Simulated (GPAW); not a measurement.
# H2 in line between two Al chains: converging a transmission, part 4 of 7

Aim: the cheapest settings that leave the conductance of H2 in line between two Al chains unchanged.

GPAW 26.7.0; GPAW LCAO, PAW setups; Landauer transmission from Green's functions with principal layers (ASE), zero bias.

So far, conductance (G₀): step 2 (the reference run) 1.42; step 4 (varying the grid spacing) 1.42; step 9 (width of the vacuum box) 1.58; step 10 (width of the vacuum box, box 6 × 6 Å) 1.46; step 11 (varying the width of the vacuum box, box 7.5 × 7.5 Å) 1.43.

## (12) Width of the vacuum box, box 11 × 11 Å

The cell differs from the one that the last finished run ended in (a 7.500 → 11.000 Å, b 7.500 → 11.000 Å).

run.py

```python
import json
import numpy as np
from ase import Atoms
from ase.transport.calculators import TransportCalculator
from gpaw import GPAW, FermiDirac
from gpaw.lcao.tools import get_lcao_hamiltonian
from scipy.linalg import eigh

# The junction with lead layers at both ends, along the third cell vector
device = Atoms(
    ['Al', 'Al', 'Al', 'Al', 'Al', 'Al', 'H', 'H', 'Al', 'Al', 'Al', 'Al', 'Al', 'Al'],
    positions=[
        [5.50000, 5.50000, 1.20000],
        [5.50000, 5.50000, 3.60000],
        [5.50000, 5.50000, 6.00000],
        [5.50000, 5.50000, 8.40000],
        [5.50000, 5.50000, 10.80000],
        [5.50000, 5.50000, 13.20000],
        [5.50000, 5.50000, 14.60690],
        [5.50000, 5.50000, 15.45690],
        [5.50000, 5.50000, 16.86380],
        [5.50000, 5.50000, 19.26380],
        [5.50000, 5.50000, 21.66380],
        [5.50000, 5.50000, 24.06380],
        [5.50000, 5.50000, 26.46380],
        [5.50000, 5.50000, 28.86380]],
    cell=[[11.0, 0.0, 0.0], [0.0, 11.0, 0.0], [0.0, 0.0, 30.0638]],
    pbc=True)

# One principal layer of the lead: the first 4 atoms of the device
lead = Atoms(
    ['Al', 'Al', 'Al', 'Al'],
    positions=[
        [5.50000, 5.50000, 1.20000],
        [5.50000, 5.50000, 3.60000],
        [5.50000, 5.50000, 6.00000],
        [5.50000, 5.50000, 8.40000]],
    cell=[[11.0, 0.0, 0.0], [0.0, 11.0, 0.0], [0.0, 0.0, 9.6]],
    pbc=True)

settings = dict(mode='lcao', basis='dzp', xc='LDA', h=0.2,
                occupations=FermiDirac(0.1), maxiter=250,
                mixer=dict(beta=0.1, nmaxold=8, weight=100.0),
                convergence=dict(density=0.0001))
energies = np.arange(-3, 3 + 1e-9, 0.075)
eta = 0.0001
n1, n2 = 1, 1
# k and -k transmit alike, so half of the mesh across the current serves
mesh = [(i, j) for i in range(n1) for j in range(n2) if (i, j) <= (-i % n1, -j % n2)]
weights = np.array([1 if (i, j) == (-i % n1, -j % n2) else 2 for i, j in mesh]) / (n1 * n2)


def ground_state(atoms, size, txt):
    atoms.calc = GPAW(kpts={'size': size, 'gamma': True}, symmetry={'tolerance': 1e-3}, txt=txt, **settings)
    atoms.get_potential_energy()
    return atoms.calc.get_fermi_level()


def blocks(atoms, fermi, points, nz, cells):
    """H - E_F S and S between cell 0 and the cells above it, at each point across the current."""
    kz = np.arange(nz) / nz
    calc = atoms.calc.fixed_density(kpts=[(*k, z) for k in points for z in kz], symmetry='off', txt=None)
    H, S = get_lcao_hamiltonian(calc)
    H = (H - fermi * S).reshape(len(H), len(points), nz, *S.shape[1:])
    S = S.reshape(H.shape[1:])
    phases = [np.exp(-2j * np.pi * kz * R) / nz for R in cells]
    return [(np.einsum('skzij,z->ksij', H, p), np.einsum('kzij,z->kij', S, p)) for p in phases]


def pair(a, b):
    return np.block([[a, b], [b.T.conj(), a]])


def count_channels(h, s, cells, nk=240):
    """Half the number of times that the lead's bands cross each energy, unfolded to its shortest repeat."""
    b = len(h) // cells
    bands = []
    for k in (np.arange(nk + 1) + 0.5) / nk:
        hk, sk = h[:b, :b].copy(), s[:b, :b].copy()
        for R in range(1, cells):
            phase, block = np.exp(2j * np.pi * k * R), slice(R * b, (R + 1) * b)
            hk += h[:b, block] * phase + (h[:b, block] * phase).T.conj()
            sk += s[:b, block] * phase + (s[:b, block] * phase).T.conj()
        bands.append(eigh(hk, sk, eigvals_only=True))
    below = np.array(bands)[:, :, None] < energies
    return (below[1:] != below[:-1]).sum((0, 1)) / 2


fermi_lead = ground_state(lead, (1, 1, 12), 'lead.txt')
fermi_device = ground_state(device, (1, 1, 3), 'device.txt')
T, channels, eigen, tail, misfit, shifts = [], [], [], 0.0, 0.0, []
for first in range(0, len(mesh), 566):
    points = [(i / n1, j / n2) for i, j in mesh[first:first + 566]]
    (H0k, S0k), (H1k, S1k), (H2k, _) = blocks(lead, fermi_lead, points, 5, range(3))
    [(Hk, Sk)] = blocks(device, fermi_device, points, 2, [0])
    tail = max(tail, abs(H2k).max())
    for H0, S0, H1, S1, H, S in zip(H0k, S0k, H1k, S1k, Hk, Sk):
        n = len(S0)
        # Shift the lead onto the potential of the device's first layer
        shift = ((H[:, 0, 0] - H0[:, 0, 0]) / S0[0, 0]).real.mean()
        shifts.append(shift)
        misfit = max(misfit, abs(H[:, :n, :n] - H0 - shift * S0).max())
        Tk, Ck, Ek = [], [], []
        for s in range(len(H)):
            t = s % len(H0)  # a lead without moments serves both spins
            h1, s1 = pair(H0[t] + shift * S0, H1[t] + shift * S1), pair(S0, S1)
            leads = dict(h1=h1, s1=s1, energies=energies, eta=eta, eta1=eta, eta2=eta)
            calc = TransportCalculator(h=H[s], s=S, eigenchannels=0, **leads)
            Tk.append(calc.get_transmission())
            Ck.append(count_channels(h1, s1, 8))
        T.append(Tk)
        channels.append(Ck)
        eigen.append(Ek)
T, channels = np.array(T), np.array(channels)
mean, open_channels = np.einsum('kse,k->se', T, weights), np.einsum('kse,k->se', channels, weights)

print(f'basis functions: device {len(S)}, principal layer {n}')
print(f'Fermi level: lead {fermi_lead:.4f} eV, device {fermi_device:.4f} eV; lead shifted by {np.mean(shifts):.4f} eV')
print(f'largest coupling past the next layer {tail:.2e} eV, largest misfit of the first layer {misfit:.3f} eV')
print('  E-E_F (eV)   ' + 'T (one spin)  channels')
for e, t, c in zip(energies, mean.T, open_channels.T):
    print(f'{e:10.3f}  ', *[f'{x:11.4e}' for x in t], *[f'{x:9.4f}' for x in c])

kT = 8.617333e-5 * 500
fine = np.linspace(energies[0], energies[-1], 4001)
both = np.exp(np.interp(fine, energies, np.log(np.maximum(mean.sum(0) * 2 / len(mean), 1e-30))))
fermi = lambda mu: 1 / (1 + np.exp(np.clip((fine - mu) / kT, -200, 200)))
slope = fermi(0) * (1 - fermi(0)) / kT
G = np.trapezoid(both * slope, fine) / 2
seebeck = -np.trapezoid(both * slope * fine, fine) / (2 * G * 500) * 1e6
print(f'conductance at 500 K: {G:.5g} G0 a cell; thermopower {seebeck:.4g} uV/K')
bias = [0.1, 0.2, 0.5, 1.0, 1.5, 2.0]
current = [38.74 * np.trapezoid(both * (fermi(V / 2) - fermi(-V / 2)), fine) for V in bias]
for V, I in zip(bias, current):
    print(f'current from the zero-bias T(E) at {V} V: {I:.5g} uA')
zero = abs(energies).argmin()
json.dump(dict(energies=energies.tolist(), T=mean.tolist(), channels=open_channels.tolist(), G=G, seebeck=seebeck,
               bias=bias, current=current, tail=tail, misfit=misfit, shift=np.mean(shifts), n_device=len(S), n_lead=n,
               fermi=[fermi_lead, fermi_device], energy=device.get_potential_energy(),
               moments=device.get_magnetic_moments().tolist(), mesh=mesh, weights=weights.tolist(),
               T_k=T[:, :, zero].tolist(), eigen=np.array(eigen[0]).tolist()), open('result.json', 'w'))
```

The run is started by

```bash
OMP_NUM_THREADS=1 OPENBLAS_NUM_THREADS=2 python run.py
```

The log of the run:

```text
basis functions: device 166, principal layer 52
Fermi level: lead -3.6063 eV, device -3.5238 eV; lead shifted by 0.0046 eV
largest coupling past the next layer 1.56e-15 eV, largest misfit of the first layer 0.031 eV
  E-E_F (eV)   T (one spin)  channels
    -3.000    8.2344e-01    1.0000
    -2.925    8.2647e-01    1.0000
    -2.850    8.2893e-01    1.0000
[...]
2.925    2.0046e+00    3.0000
     3.000    1.9951e+00    3.0000
conductance at 500 K: 1.4048 G0 a cell; thermopower -0.821 uV/K
current from the zero-bias T(E) at 0.1 V: 10.855 uA
current from the zero-bias T(E) at 0.2 V: 21.536 uA
current from the zero-bias T(E) at 0.5 V: 50.682 uA
current from the zero-bias T(E) at 1.0 V: 81.367 uA
current from the zero-bias T(E) at 1.5 V: 102.42 uA
current from the zero-bias T(E) at 2.0 V: 131.47 uA
```

Run time: 52 s. Hardware: 2 threads of Intel Xeon 6975P-C (Granite Rapids), shared host; peak memory 1.4 GiB.

One spin. Transmission, zone mean against energy, zero at the Fermi level:

```
energy (eV)  transmission, zone mean
    -3.0000                    0.823
    -2.7750                    0.831
    -2.4750                    0.833
    -2.2500                    0.827
    -2.0250                    0.812
    -1.7250                    0.764
    -1.5000                    0.655
    -1.2750                   2.3e-6
    -0.9750                  9.6e-10
    -0.7500                  8.5e-11
    -0.5250                  2.6e-11
    -0.2250                     1.13
     0.0000                     1.44
     0.2250                     1.28
     0.5250                     1.09
     0.7500                     1.04
     0.9750                     1.93
     1.2750                     2.00
     1.5000                     2.02
     1.7250                     2.03
     2.0250                     2.04
     2.2500                     2.04
     2.4750                     2.04
     2.7750                     2.02
     3.0000                     2.00
```

The conductance, 1.40 G₀, lies 1.0 % below that of the base run.

## (13) Varying the width of the vacuum box, box 13 × 13 Å

The cell differs from the one that the last finished run ended in (a 11.000 → 13.000 Å, b 11.000 → 13.000 Å).

run.py, as its differences from that of step 12:

```diff
@@ -12,17 +12,17 @@
     positions=[
-        [5.50000, 5.50000, 1.20000],
-        [5.50000, 5.50000, 3.60000],
-        [5.50000, 5.50000, 6.00000],
-        [5.50000, 5.50000, 8.40000],
-        [5.50000, 5.50000, 10.80000],
-        [5.50000, 5.50000, 13.20000],
-        [5.50000, 5.50000, 14.60690],
-        [5.50000, 5.50000, 15.45690],
-        [5.50000, 5.50000, 16.86380],
-        [5.50000, 5.50000, 19.26380],
-        [5.50000, 5.50000, 21.66380],
-        [5.50000, 5.50000, 24.06380],
-        [5.50000, 5.50000, 26.46380],
-        [5.50000, 5.50000, 28.86380]],
-    cell=[[11.0, 0.0, 0.0], [0.0, 11.0, 0.0], [0.0, 0.0, 30.0638]],
+        [6.50000, 6.50000, 1.20000],
+        [6.50000, 6.50000, 3.60000],
+        [6.50000, 6.50000, 6.00000],
+        [6.50000, 6.50000, 8.40000],
+        [6.50000, 6.50000, 10.80000],
+        [6.50000, 6.50000, 13.20000],
+        [6.50000, 6.50000, 14.60690],
+        [6.50000, 6.50000, 15.45690],
+        [6.50000, 6.50000, 16.86380],
+        [6.50000, 6.50000, 19.26380],
+        [6.50000, 6.50000, 21.66380],
+        [6.50000, 6.50000, 24.06380],
+        [6.50000, 6.50000, 26.46380],
+        [6.50000, 6.50000, 28.86380]],
+    cell=[[13.0, 0.0, 0.0], [0.0, 13.0, 0.0], [0.0, 0.0, 30.0638]],
     pbc=True)
@@ -33,7 +33,7 @@
     positions=[
-        [5.50000, 5.50000, 1.20000],
-        [5.50000, 5.50000, 3.60000],
-        [5.50000, 5.50000, 6.00000],
-        [5.50000, 5.50000, 8.40000]],
-    cell=[[11.0, 0.0, 0.0], [0.0, 11.0, 0.0], [0.0, 0.0, 9.6]],
+        [6.50000, 6.50000, 1.20000],
+        [6.50000, 6.50000, 3.60000],
+        [6.50000, 6.50000, 6.00000],
+        [6.50000, 6.50000, 8.40000]],
+    cell=[[13.0, 0.0, 0.0], [0.0, 13.0, 0.0], [0.0, 0.0, 9.6]],
     pbc=True)
```

The log of the run:

```text
basis functions: device 166, principal layer 52
Fermi level: lead -3.8059 eV, device -3.7179 eV; lead shifted by 0.0050 eV
largest coupling past the next layer 9.93e-16 eV, largest misfit of the first layer 0.031 eV
  E-E_F (eV)   T (one spin)  channels
    -3.000    8.2349e-01    1.0000
    -2.925    8.2655e-01    1.0000
    -2.850    8.2904e-01    1.0000
[...]
2.925    2.0058e+00    3.0000
     3.000    1.9961e+00    3.0000
conductance at 500 K: 1.3999 G0 a cell; thermopower -0.8293 uV/K
current from the zero-bias T(E) at 0.1 V: 10.817 uA
current from the zero-bias T(E) at 0.2 V: 21.457 uA
current from the zero-bias T(E) at 0.5 V: 50.437 uA
current from the zero-bias T(E) at 1.0 V: 80.989 uA
current from the zero-bias T(E) at 1.5 V: 102 uA
current from the zero-bias T(E) at 2.0 V: 130.98 uA
```

Elapsed: 65 s, on 2 threads; peak memory 1.7 GiB.

One spin. Transmission, zone mean against energy, zero at the Fermi level:

```
energy (eV)  transmission, zone mean
      -3.00                    0.823
      -2.77                    0.831
      -2.55                    0.833
      -2.40                    0.832
      -2.17                    0.824
      -1.95                    0.806
      -1.73                    0.766
      -1.57                    0.709
      -1.35                    0.399
      -1.12                   3.3e-8
      -0.90                  3.5e-10
      -0.75                  8.5e-11
      -0.53                  2.6e-11
      -0.30                    0.803
      -0.07                     1.42
       0.00                     1.43
       0.07                     1.40
       0.30                     1.22
       0.53                     1.09
       0.75                     1.04
       0.90                     1.85
       1.12                     1.98
       1.35                     2.01
       1.57                     2.02
       1.73                     2.03
       1.95                     2.03
       2.17                     2.04
       2.40                     2.04
       2.55                     2.03
       2.77                     2.02
       3.00                     2.00
```

The conductance, 1.40 G₀, lies 1.3 % below that of the base run.

## (14) Convergence in the width of the vacuum box

The runs and the base run on one axis.

This step: convergence of the conductance (GPAW 26.7.0).

Conductance against width of the vacuum box:

```
width of the vacuum box (Å)  conductance (G₀)
                       5.00              1.58
                       6.00              1.46
                       7.50              1.43
                       9.00              1.42
                      11.00              1.40
                      13.00              1.40
```

## (15) Varying the k-points along the lead: lead_nz = 2

The lead's own mesh along the current sets its density and potential; where the lead is aligned to the junction's end layer, a rigid shift drops out.

This step: GPAW LCAO, PAW setups; Landauer transmission from Green's functions with principal layers (ASE), zero bias (GPAW 26.7.0).

run.py, as its differences from that of step 13:

```diff
@@ -12,17 +12,17 @@
     positions=[
-        [6.50000, 6.50000, 1.20000],
-        [6.50000, 6.50000, 3.60000],
-        [6.50000, 6.50000, 6.00000],
-        [6.50000, 6.50000, 8.40000],
-        [6.50000, 6.50000, 10.80000],
-        [6.50000, 6.50000, 13.20000],
-        [6.50000, 6.50000, 14.60690],
-        [6.50000, 6.50000, 15.45690],
-        [6.50000, 6.50000, 16.86380],
-        [6.50000, 6.50000, 19.26380],
-        [6.50000, 6.50000, 21.66380],
-        [6.50000, 6.50000, 24.06380],
-        [6.50000, 6.50000, 26.46380],
-        [6.50000, 6.50000, 28.86380]],
-    cell=[[13.0, 0.0, 0.0], [0.0, 13.0, 0.0], [0.0, 0.0, 30.0638]],
+        [4.50000, 4.50000, 1.20000],
+        [4.50000, 4.50000, 3.60000],
+        [4.50000, 4.50000, 6.00000],
+        [4.50000, 4.50000, 8.40000],
+        [4.50000, 4.50000, 10.80000],
+        [4.50000, 4.50000, 13.20000],
+        [4.50000, 4.50000, 14.60690],
+        [4.50000, 4.50000, 15.45690],
+        [4.50000, 4.50000, 16.86380],
+        [4.50000, 4.50000, 19.26380],
+        [4.50000, 4.50000, 21.66380],
+        [4.50000, 4.50000, 24.06380],
+        [4.50000, 4.50000, 26.46380],
+        [4.50000, 4.50000, 28.86380]],
+    cell=[[9.0, 0.0, 0.0], [0.0, 9.0, 0.0], [0.0, 0.0, 30.0638]],
     pbc=True)
@@ -33,7 +33,7 @@
     positions=[
-        [6.50000, 6.50000, 1.20000],
-        [6.50000, 6.50000, 3.60000],
-        [6.50000, 6.50000, 6.00000],
-        [6.50000, 6.50000, 8.40000]],
-    cell=[[13.0, 0.0, 0.0], [0.0, 13.0, 0.0], [0.0, 0.0, 9.6]],
+        [4.50000, 4.50000, 1.20000],
+        [4.50000, 4.50000, 3.60000],
+        [4.50000, 4.50000, 6.00000],
+        [4.50000, 4.50000, 8.40000]],
+    cell=[[9.0, 0.0, 0.0], [0.0, 9.0, 0.0], [0.0, 0.0, 9.6]],
     pbc=True)
@@ -88,3 +88,3 @@
 
-fermi_lead = ground_state(lead, (1, 1, 12), 'lead.txt')
+fermi_lead = ground_state(lead, (1, 1, 2), 'lead.txt')
 fermi_device = ground_state(device, (1, 1, 3), 'device.txt')
```

The log of the run:

```text
basis functions: device 166, principal layer 52
Fermi level: lead -3.2682 eV, device -3.1828 eV; lead shifted by -0.0237 eV
largest coupling past the next layer 1.32e-15 eV, largest misfit of the first layer 0.031 eV
  E-E_F (eV)   T (one spin)  channels
    -3.000    8.2363e-01    1.0000
    -2.925    8.2700e-01    1.0000
    -2.850    8.2980e-01    1.0000
    -2.775    8.3198e-01    1.0000
    -2.700    8.3350e-01    1.0000
    -2.625    8.3431e-01    1.0000
    -2.550    8.3436e-01    1.0000
    -2.475    8.3361e-01    1.0000
    -2.400    8.3198e-01    1.0000
    -2.325    8.2942e-01    1.0000
    -2.250    8.2585e-01    1.0000
    -2.175    8.2116e-01    1.0000
    -2.100    8.1524e-01    1.0000
    -2.025    8.0789e-01    1.0000
    -1.950    7.9885e-01    1.0000
    -1.875    7.8772e-01    1.0000
[...]
2.475    2.0328e+00    3.0000
     2.550    2.0283e+00    3.0000
     2.625    2.0233e+00    3.0000
     2.700    2.0176e+00    3.0000
     2.775    2.0115e+00    3.0000
     2.850    2.0047e+00    3.0000
     2.925    1.9973e+00    3.0000
     3.000    1.9890e+00    3.0000
conductance at 500 K: 1.4168 G0 a cell; thermopower -1.497 uV/K
current from the zero-bias T(E) at 0.1 V: 10.949 uA
current from the zero-bias T(E) at 0.2 V: 21.728 uA
current from the zero-bias T(E) at 0.5 V: 51.285 uA
current from the zero-bias T(E) at 1.0 V: 82 uA
current from the zero-bias T(E) at 1.5 V: 103.12 uA
current from the zero-bias T(E) at 2.0 V: 132.63 uA
```

Run time: 38 s. Hardware: 2 threads; peak memory 1 GiB.

Numbers from this step:

```
conductance                                    : 1.417 G₀
largest coupling past the next principal layer : 1.32e-15 eV
largest misfit of the first principal layer    : 0.03124 eV
shift that aligns the lead                     : -0.02368 eV
transmission at the Fermi level (one spin)     : 1.448
```

One spin. The transmission, zone mean by energy, zero at the Fermi level:

```
energy (eV)  transmission, zone mean
    -3.0000                    0.824
    -2.7750                    0.832
    -2.4750                    0.834
    -2.2500                    0.826
    -2.0250                    0.808
    -1.7250                    0.756
    -1.5000                    0.654
    -1.2750                   8.1e-6
    -0.9750                   1.0e-9
    -0.7500                  8.7e-11
    -0.5250                  2.6e-11
    -0.2250                     1.17
     0.0000                     1.45
     0.2250                     1.30
     0.5250                     1.09
     0.7500                     1.05
     0.9750                     1.95
     1.2750                     1.99
     1.5000                     2.01
     1.7250                     2.03
     2.0250                     2.04
     2.2500                     2.04
     2.4750                     2.03
     2.7750                     2.01
     3.0000                     1.99
```

Crossings of the lead's bands, unfolded to its shortest repeat. Open channels, zone mean against energy, zero at the Fermi level:

```
energy (eV)  open channels, zone mean
      -3.00                         1
      -2.77                         1
      -2.55                         1
      -2.40                         1
      -2.17                         1
      -1.95                         1
      -1.73                         1
      -1.57                         1
      -1.35                         1
      -1.12                         0
      -0.90                         0
      -0.75                         0
      -0.53                         0
      -0.30                         2
      -0.07                         2
       0.00                         2
       0.07                         2
       0.30                         2
       0.53                         2
       0.75                         2
       0.90                         3
       1.12                         3
       1.35                         3
       1.57                         3
       1.73                         3
       1.95                         3
       2.17                         3
       2.40                         3
       2.55                         3
       2.77                         3
       3.00                         3
```

Not self-consistent under bias; the bias window is split evenly. Current through one cell, from the zero-bias transmission against bias:

```
bias (V)  current through one cell, from the zero-bias transmission (μA)
   0.100                                                            10.9
   0.200                                                            21.7
   0.500                                                            51.3
   1.000                                                            82.0
   1.500                                                             103
   2.000                                                             133
```

The conductance equals that of the base run to 0.2 %.

(Part 4 of 7 ends here.)

[Logs are printed without paths, hosts, clocks, repeated set-up lines and the standing remarks that a program may print on its own settings, such as how far it seeks lower states.]

[Hosts, paths, dates, database ids (printed as entryN), source tags and the programs' standing remarks are cut or masked in the printed files.]
